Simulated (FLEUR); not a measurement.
## Co (c factor at fixed volume 1.03 on the database's cell): from one collinear state to anisotropy

Aim: the anisotropy of Co (c factor at fixed volume 1.03 on the database's cell) from single passes in the potential of one collinear state.

Method: PBE; all-electron FLAPW, Dirac cores, scalar-relativistic bands, in FLEUR MaX-R8.1.

## Step 1: The starting structure

Symmetry: P6_3/mmc, No. 194, hexagonal system. The conventional cell has a = 2.471 Å, b = 2.471 Å, c = 4.192 Å, α = 90.00°, β = 90.00°, γ = 120.00°. Nearest to Co lie 12 Co at 2.47 to 2.54 Å.

The cell is strained on purpose: c factor at fixed volume 1.03 on the database's cell.

## Step 2: Self-consistent state

The force theorems are single passes in this state's potential, so it has to be converged first.

No symmetry is used, so that later steps may turn the spins freely; k and −k are joined. inpgen writes inp.xml from crystal.txt; cutoffs, mixing, functional, smearing and local orbitals are then set in the file. The k list scf (kpts.xml, not shown) is a Γ-centred 14×14×8 mesh; where the ranks do not divide the number of points, some are split in two of half the weight.

Contents of inp.xml:

```
<?xml version="1.0" encoding="UTF-8" standalone="no"?>
<fleurInput fleurInputVersion="0.39">
   <comment>
      Co
   </comment>
   <calculationSetup>
      <cutoffs Kmax="3.6" Gmax="10.8" GmaxXC="10.8" numbands="0"/>
      <scfLoop itmax="110" minDistance="0.00002" maxIterBroyd="15" imix="Anderson" alpha="0.05" precondParam="0.0" spinf="2.0" sdNocoIR="T"/>
      <coreElectrons ctail="F" frcor="F" kcrel="0" coretail_lmax="0"/>
      <xcFunctional name="pbe" relativisticCorrections="F"/>
      <magnetism jspins="2" l_noco="F" l_ss="F">
         <qss>0.0 0.0 0.0</qss>
         <mtNocoParams l_mperp="F" l_mtNocoPot="F" l_relaxSQA="F" mag_mixing_scheme="0" mix_RelaxWeightOffD="1.0" l_constrained="F" mix_constr="1.0"/>
         <sourceFreeMag l_sourceFree="F" l_scaleMag="F" mag_scale="1.0"/>
      </magnetism>
      <soc l_soc="F" theta="0.0" phi="0.0" spav="F"/>
      <expertModes spex="0" secvar="F"/>
      <geometryOptimization l_f="F" forcealpha="1.0" forcemix="BFGS" epsdisp="0.00001" epsforce="0.00001"/>
      <ldaU l_linMix="F" mixParam="0.05" spinf="1.0"/>
   </calculationSetup>
   <cell>
      <bzIntegration valenceElectrons="34.0" mode="hist" fermiSmearingEnergy="0.00183747">
         <kPointListSelection listName="scf"/>
         <xi:include xmlns:xi="http://www.w3.org/2001/XInclude" href="kpts.xml"> </xi:include>
      </bzIntegration>
      <xi:include xmlns:xi="http://www.w3.org/2001/XInclude" href="sym.xml"> </xi:include>
      <bulkLattice scale="1.0">
         <bravaisMatrix>
            <row-1>    4.6687850073520654     0.0000000053668222     0.0000000000000000</row-1>
            <row-2>   -2.3343925083342074     4.0432864184943531     0.0000000000000000</row-2>
            <row-3>    0.0000000000000000     0.0000000000000000     7.9217262451448249</row-3>
         </bravaisMatrix>
      </bulkLattice>
   </cell>
   <atomSpecies>
      <species name="Cobalt (Co2.000" element="Co" atomicNumber="27">
         <mtSphere radius="2.28" gridPoints="753" logIncrement="0.016"/>
         <atomicCutoffs lmax="8" lnonsphr="6"/>
         <electronConfig flipSpins="F">
            <coreConfig>(1s1/2) (2s1/2) (2p1/2) (2p3/2)</coreConfig>
            <valenceConfig>(3s1/2) (3p1/2) (3p3/2) (4s1/2) (3d3/2) (3d5/2)</valenceConfig>
            <stateOccupation state="(3d3/2)" spinUp="1.5" spinDown="1.3"/>
            <stateOccupation state="(3d5/2)" spinUp="3.0" spinDown="1.2"/>
         </electronConfig>
         <energyParameters s="4" p="4" d="3" f="4"/>
         <lo type="SCLO" l="0" n="3" eDeriv="0"/>
         <lo type="SCLO" l="1" n="3" eDeriv="0"/>
      </species>
   </atomSpecies>
   <atomGroups>
      <atomGroup species="Cobalt (Co2.000">
         <relPos label="                   1">1.000/3.000 -1.000/3.000 1.000/4.000</relPos>
         <force calculate="T" relaxXYZ="TTT"/>
         <nocoParams  alpha="0.0" beta="0.0"/>
      </atomGroup>
      <atomGroup species="Cobalt (Co2.000">
         <relPos label="                   2">-1.000/3.000 1.000/3.000 -1.000/4.000</relPos>
         <force calculate="T" relaxXYZ="TTT"/>
         <nocoParams  alpha="0.0" beta="0.0"/>
      </atomGroup>
   </atomGroups>
   <output dos="F" band="F" slice="F">
      <bandDOS minEnergy="-.5*Htr" maxEnergy="0.5*Htr" sigma="0.015" storeEVData="T"/>
      <plotting iplot="0" polar="F">
         <plot TwoD="T" vec1="  1.0  0.0  0.0" vec2="  0.0  1.0  0.0" vec3="  0.0  0.0  1.0" zero="  0.0  0.0  0.0" file="plot"/>
      </plotting>
      <moessbauerParams electricFieldGradient="F" isomerShift="F" coreHyperfine="F" valenceHyperfine="F"/>
   </output>
</fleurInput>
```

Contents of crystal.txt:

```
Co
&input film=F cartesian=F /
2.47061462853  0.00000000284  0.00000000000
-1.23530731673  2.13961502985  0.00000000000
0.00000000000  0.00000000000  4.19199700000
1.8897261246
1.0 1.0 1.0

2
27 0.33333333333  0.66666666667  0.25000000000 : 2.000
27 0.66666666667  0.33333333333  0.75000000000 : 2.000

&kpt div1=14 div2=14 div3=8 gamma=T /
```

The run is started by

```console
> OMP_NUM_THREADS=1 inpgen -f crystal.txt -nosym -noco > inpgen.log  # inp.xml is then edited as shown
> OMP_NUM_THREADS=1 mpirun -n 4 fleur_MPI > fleur.log
```

The log of the run:

```text
Welcome to FLEUR        (www.flapw.de)
      MaX-Release 8.1          (www.max-centre.eu)

 ========== k-point set info ==========
 Selected k-point list: scf
 k-point list type: mesh
 0 x 0 x 0
 Number of k points: 788

 ------------Calculation Setup---------------------------
 Number of MPI-tasks      :            4
 Number of PE/node        :            4
 Number of OMP-threads    :            1
 k-points in parallel     :            4
 pe's per k-point         :            1
 No of k-point loops      :          197
 Eigenvalue solver        :       lapack
 Number of basis functions:          147
 Approximate size of matrices (H+S) per k-point:         0.001 GB
 --------------------------------------------------------
 Iteration:     1   Distance:       8.51012755 me/bohr^3
 Iteration:     2   Distance:       7.03230300 me/bohr^3
 Iteration:     3   Distance:       3.61485056 me/bohr^3
 Iteration:     4   Distance:       1.67833120 me/bohr^3
 Iteration:     5   Distance:       0.75316615 me/bohr^3
 Iteration:     6   Distance:       0.29306221 me/bohr^3
 Iteration:     7   Distance:       0.24017271 me/bohr^3
 Iteration:     8   Distance:       0.05100465 me/bohr^3
 Iteration:     9   Distance:       0.03912751 me/bohr^3
 Iteration:    10   Distance:       0.01525323 me/bohr^3
 Iteration:    11   Distance:       0.00664889 me/bohr^3
 Iteration:    12   Distance:       0.00434538 me/bohr^3
 Iteration:    13   Distance:       0.00206969 me/bohr^3
 Iteration:    14   Distance:       0.00141162 me/bohr^3
 Iteration:    15   Distance:       0.00111520 me/bohr^3
 Iteration:    16   Distance:       0.00107888 me/bohr^3
 Iteration:    17   Distance:       0.00058602 me/bohr^3
 Iteration:    18   Distance:       0.00026827 me/bohr^3
 Iteration:    19   Distance:       0.00022533 me/bohr^3
 Iteration:    20   Distance:       0.00003887 me/bohr^3
 Iteration:    21   Distance:       0.00002595 me/bohr^3
 Iteration:    22   Distance:       0.00001427 me/bohr^3

 ********************************************************************
 Run finished successfully
 Stop message:
   all done
 ********************************************************************

--- out.xml (last complete iteration) ---
<iteration numberForCurrentRun="   22" overallNumber="   22">
         <energyParameters units="Htr">
            <atomicEP atomType="1" spin="1" branch="4s" branchLowest="-3.18" branchHighest="1.80" value="0.1991601732"/>
            <atomicEP atomType="1" spin="1" branch="4p" branchLowest="-1.82" branchHighest="2.39" value="0.3367968181"/>
            <atomicEP atomType="1" spin="1" branch="3d" branchLowest="-9.99" branchHighest="0.37" value="0.2568948850"/>
            <atomicEP atomType="1" spin="1" branch="4f" branchLowest="-9.99" branchHighest="3.61" value="0.6544428657"/>
            <loAtomicEP atomType="1" spin="1" branch="3s" branchLowest="-32.43" branchHighest="-3.18" value="-3.1835063780"/>
            <loAtomicEP atomType="1" spin="1" branch="3p" branchLowest="-27.68" branchHighest="-1.82" value="-1.8337381323"/>
            <atomicEP atomType="2" spin="1" branch="4s" branchLowest="-3.18" branchHighest="1.80" value="0.1991601732"/>
            <atomicEP atomType="2" spin="1" branch="4p" branchLowest="-1.82" branchHighest="2.39" value="0.3367968181"/>
            <atomicEP atomType="2" spin="1" branch="3d" branchLowest="-9.99" branchHighest="0.37" value="0.2568948850"/>
            <atomicEP atomType="2" spin="1" branch="4f" branchLowest="-9.99" branchHighest="3.61" value="0.6544428657"/>
            <loAtomicEP atomType="2" spin="1" branch="3s" branchLowest="-32.43" branchHighest="-3.18" value="-3.1835063780"/>
            <loAtomicEP atomType="2" spin="1" branch="3p" branchLowest="-27.68" branchHighest="-1.82" value="-1.8337381323"/>
            <atomicEP atomType="1" spin="2" branch="4s" branchLowest="-3.10" branchHighest="1.84" value="0.1866774656"/>
            <atomicEP atomType="1" spin="2" branch="4p" branchLowest="-1.74" branchHighest="2.43" value="0.3188893159"/>
            <atomicEP atomType="1" spin="2" branch="3d" branchLowest="-9.99" branchHighest="0.45" value="0.3089370630"/>
            <atomicEP atomType="1" spin="2" branch="4f" branchLowest="-9.99" branchHighest="3.65" value="0.6327124859"/>
            <loAtomicEP atomType="1" spin="2" branch="3s" branchLowest="-32.40" branchHighest="-3.10" value="-3.1074832568"/>
            <loAtomicEP atomType="1" spin="2" branch="3p" branchLowest="-27.66" branchHighest="-1.74" value="-1.7597778033"/>
            <atomicEP atomType="2" spin="2" branch="4s" branchLowest="-3.10" branchHighest="1.84" value="0.1866774656"/>
            <atomicEP atomType="2" spin="2" branch="4p" branchLowest="-1.74" branchHighest="2.43" value="0.3188893159"/>
            <atomicEP atomType="2" spin="2" branch="3d" branchLowest="-9.99" branchHighest="0.45" value="0.3089370630"/>
            <atomicEP atomType="2" spin="2" branch="4f" branchLowest="-9.99" branchHighest="3.65" value="0.6327124859"/>
            <loAtomicEP atomType="2" spin="2" branch="3s" branchLowest="-32.40" branchHighest="-3.10" value="-3.1074832568"/>
            <loAtomicEP atomType="2" spin="2" branch="3p" branchLowest="-27.66" branchHighest="-1.74" value="-1.7597778033"/>
         </energyParameters>
         <bandgap value="0.0000000000" units="eV"/>
         <sumValenceSingleParticleEnergies value="-29.4996311769" units="Htr"/>
         <FermiEnergy value="0.3474223615" units="Htr"/>
         <valenceDensity>
            <mtCharges spin="1">
               <mtCharge atomType="1" total="8.8469436" s="1.2053839" p="3.1804545" d="4.4423481" f="0.0141056"/>
               <mtCharge atomType="2" total="8.8469436" s="1.2053839" p="3.1804545" d="4.4423481" f="0.0141056"/>
            </mtCharges>
            <mtCharges spin="2">
               <mtCharge atomType="1" total="7.1614035" s="1.2147761" p="3.2228354" d="2.7060050" f="0.0137041"/>
               <mtCharge atomType="2" total="7.1614035" s="1.2147761" p="3.2228354" d="2.7060050" f="0.0137041"/>
            </mtCharges>
            <spinDependentCharge spin="1" total="18.6209889" interstitial="0.9271016" mtSpheres="17.6938873"/>
            <spinDependentCharge spin="2" total="15.3790111" interstitial="1.0562040" mtSpheres="14.3228071"/>
            <totalCharge value="33.9999999999"/>
         </valenceDensity>
         <coreStates atomType="     1" atomicNumber=" 27" spin="1" kinEnergy="    624.7506843614" eigValSum="   -393.8663833131" lostElectrons=" 0.000000">
            <state n="1" l="0" j="0.5" energy="-278.3676836037" weight="1.0000000000"/>
            <state n="2" l="0" j="0.5" energy="-32.4332491201" weight="1.0000000000"/>
            <state n="2" l="1" j="0.5" energy="-28.0513888826" weight="1.0000000000"/>
            <state n="2" l="1" j="1.5" energy="-27.5070308534" weight="2.0000000000"/>
         </coreStates>
         <coreStates atomType="     1" atomicNumber=" 27" spin="2" kinEnergy="    625.1130886467" eigValSum="   -393.7490850383" lostElectrons=" 0.000000">
            <state n="1" l="0" j="0.5" energy="-278.3680098561" weight="1.0000000000"/>
            <state n="2" l="0" j="0.5" energy="-32.3971225573" weight="1.0000000000"/>
            <state n="2" l="1" j="0.5" energy="-28.0247864316" weight="1.0000000000"/>
            <state n="2" l="1" j="1.5" energy="-27.4795830966" weight="2.0000000000"/>
         </coreStates>
         <coreStates atomType="     2" atomicNumber=" 27" spin="1" kinEnergy="    624.7506843614" eigValSum="   -393.8663833131" lostElectrons=" 0.000000">
            <state n="1" l="0" j="0.5" energy="-278.3676836037" weight="1.0000000000"/>
            <state n="2" l="0" j="0.5" energy="-32.4332491201" weight="1.0000000000"/>
            <state n="2" l="1" j="0.5" energy="-28.0513888826" weight="1.0000000000"/>
            <state n="2" l="1" j="1.5" energy="-27.5070308534" weight="2.0000000000"/>
         </coreStates>
         <coreStates atomType="     2" atomicNumber=" 27" spin="2" kinEnergy="    625.1130886467" eigValSum="   -393.7490850383" lostElectrons=" 0.000000">
            <state n="1" l="0" j="0.5" energy="-278.3680098561" weight="1.0000000000"/>
            <state n="2" l="0" j="0.5" energy="-32.3971225573" weight="1.0000000000"/>
            <state n="2" l="1" j="0.5" energy="-28.0247864316" weight="1.0000000000"/>
            <state n="2" l="1" j="1.5" energy="-27.4795830966" weight="2.0000000000"/>
         </coreStates>
         <allElectronCharges>
            <spinDependentCharge spin="1" total="28.6209889" interstitial="0.9271016" mtSpheres="27.6938873"/>
            <spinDependentCharge spin="2" total="25.3790111" interstitial="1.0562040" mtSpheres="24.3228071"/>
            <totalCharge value="54.0000000003"/>
         </allElectronCharges>
         <magneticMomentsInMTSpheres units="muBohr">
            <globalMagMoment atomType="1" vec="0.00000   0.00000   1.68554"/>
            <localMagMoment atomType="1" vec="0.00000   0.00000   1.68554"/>
            <globalMagMoment atomType="2" vec="0.00000   0.00000   1.68554"/>
            <localMagMoment atomType="2" vec="0.00000   0.00000   1.68554"/>
         </magneticMomentsInMTSpheres>
         <moessbauerParams unitsHFF="kG" unitsIS="e/bohr^3" unitsEFG="Htr/bohr^2">
         </moessbauerParams>
         <totalEnergy value="    -2786.9497215601" units="Htr">
            <sumOfEigenvalues value="    -1604.7305678797">
               <coreElectrons value="-1575.2309367028"/>
               <valenceElectrons value="-29.4996311769"/>
            </sumOfEigenvalues>
            <densityCoulombPotentialIntegral value="-4277.8804159676"/>
            <densityEffectivePotentialIntegral value="-4432.9185759040"/>
            <chargeDenXCDenIntegral value="-119.3913655603"/>
            <FockExchangeEnergyValence value="0.0000000000"/>
            <FockExchangeEnergyCore value="0.0000000000"/>
            <atomTypeDependentContributions atomType="1">
               <electronNucleiInteractionDifferentMTs value="1668.1250865018"/>
               <MadelungTerm value="-10.2779915184"/>
            </atomTypeDependentContributions>
            <atomTypeDependentContributions atomType="2">
               <electronNucleiInteractionDifferentMTs value="1668.1250865017"/>
               <MadelungTerm value="-10.2779915184"/>
            </atomTypeDependentContributions>
            <tkbTimesEntropy value="0.0006782032"/>
            <freeEnergy value="-2786.9503997633"/>
            <extrapolationTo0K value="-2786.9500606617"/>
         </totalEnergy>
         <densityConvergence units="me/bohr^3">
            <chargeDensity spin="1" distance="0.0000086958"/>
            <chargeDensity spin="2" distance="0.0000101488"/>
            <overallChargeDensity distance="0.0000123970"/>
            <spinDensity distance="0.0000142669"/>
         </densityConvergence>
      </iteration>
```

The job ended after 2.8 min (4 MPI ranks of Arm Neoverse V1, shared host; peak memory 0.49 GiB).

Numbers from this step:

```
free energy                                                       : -75836.7838 eV
program's band gap on this mesh (in a metal only a level spacing) : 0 eV
magnetization                                                     : 3.242 μB
final state                                                       : ferromagnetic
largest moment                                                    : 1.686 μB
```

After 22 cycles the largest moment stands at 1.69 μB.

## Step 3: Energy against the direction of the moments, rung 1

Anisotropy is a small difference, so it is taken from sums over occupied states at a frozen potential, where most errors cancel.

One pass with spin–orbit coupling for each direction, from the saved density. Inversion lets half of the mesh serve, which the program's warning doesn't know. The k list mae (kpts.xml, not shown) is a Γ-centred 18×18×9 mesh.

Edit inp.xml of step 2 so:

```diff
@@ -6,4 +6,4 @@
    <calculationSetup>
-      <cutoffs Kmax="3.6" Gmax="10.8" GmaxXC="10.8" numbands="0"/>
-      <scfLoop itmax="110" minDistance="0.00002" maxIterBroyd="15" imix="Anderson" alpha="0.05" precondParam="0.0" spinf="2.0" sdNocoIR="T"/>
+      <cutoffs Kmax="3.6" Gmax="10.8" GmaxXC="10.8" numbands="74"/>
+      <scfLoop itmax="1" minDistance="0.00002" maxIterBroyd="15" imix="Anderson" alpha="0.05" precondParam="0.0" spinf="2.0" sdNocoIR="T"/>
       <coreElectrons ctail="F" frcor="F" kcrel="0" coretail_lmax="0"/>
@@ -15,3 +15,3 @@
       </magnetism>
-      <soc l_soc="F" theta="0.0" phi="0.0" spav="F"/>
+      <soc l_soc="T" theta="0.0" phi="0.0" spav="F"/>
       <expertModes spex="0" secvar="F"/>
@@ -22,3 +22,3 @@
       <bzIntegration valenceElectrons="34.0" mode="hist" fermiSmearingEnergy="0.00183747">
-         <kPointListSelection listName="scf"/>
+         <kPointListSelection listName="mae"/>
          <xi:include xmlns:xi="http://www.w3.org/2001/XInclude" href="kpts.xml"> </xi:include>
@@ -68,2 +68,5 @@
    </output>
+   <forceTheorem>
+      <MAE theta="0.0 1.5707963 1.5707963 0.7853982" phi="0.0 0.0 0.5235988 0.0"/>
+   </forceTheorem>
 </fleurInput>
```

The run is started by

```console
> OMP_NUM_THREADS=1 mpirun -n 4 fleur_MPI -warn_only > fleur.log
```

The log of the run:

```text
[banner, memory and clock lines left out]
Welcome to FLEUR        (www.flapw.de)
      MaX-Release 8.1          (www.max-centre.eu)
************FLEUR-Warning*****************
Error message: k-point set is not compatible to missing time-reversal symmetry in calculation.
Error occurred in subroutine: gen_bz
Error from PE:0/4
Other PEs with error messages:
     1-k-point set is not compatible to missing time-reversal symmetry in calculation.
     2-k-point set is not compatible to missing time-reversal symmetry in calculation.
     3-k-point set is not compatible to missing time-reversal symmetry in calculation.
*****************************************

 ========== k-point set info ==========
 Selected k-point list: mae
 k-point list type: mesh
 0 x 0 x 0
 Number of k points: 1460

************FLEUR-Warning*****************
Error message: k-point set is not compatible to missing time-reversal symmetry in calculation.
Error occurred in subroutine: gen_bz
Error from PE:2/4
*****************************************
 [... set-up left out ...]
 ********************************************************************
 Run finished successfully
 Stop message:
   Forcetheorem MAE
 ********************************************************************

--- out.xml (force theorem) ---
<Forcetheorem_MAE Angles="4" units="Htr">
            <Angle theta="0.0000000" phi="0.0000000" ev-sum="-29.501481394"/>
            <Angle theta="1.5707963" phi="0.0000000" ev-sum="-29.501482443"/>
            <Angle theta="1.5707963" phi="0.5235988" ev-sum="-29.501482434"/>
            <Angle theta="0.7853982" phi="0.0000000" ev-sum="-29.501481939"/>
         </Forcetheorem_MAE>
```

It took 1.8 min on 4 MPI ranks; peak memory 1.3 GiB; 7 min of CPU time.

Anisotropy energies, by row:

| axis | x | y | z | band energy less the first axis' (meV a cell) |
| --- | --- | --- | --- | --- |
| [001] | 0 | 0 | 1 | 0 |
| [100] | 1 | 0 | 0 | -0.02854 |
| [210] | 0.866 | 0.5 | 0 | -0.0283 |
| 45 degrees from [001] toward [100] | 0.7071 | 0 | 0.7071 | -0.01483 |

Indices are those of the standard conventional cell; x, y, z give the same directions in the axes of the input.

(Part 1 of 2 ends here.)

[Logs and program files are shortened in this print: banners, set-up blocks, solver, clock and traceback lines can be left out without a mark of their own.]

[Logs are printed without paths, hosts, clocks, repeated set-up lines and the standing remarks that a program may print on its own settings, such as how far it seeks lower states.]

[Hosts, paths, dates, database ids (printed as entryN), source tags and the programs' standing remarks are cut or masked in the printed files.]

[Where a cell is said to come from a database of computed structures, the database is the Materials Project.]
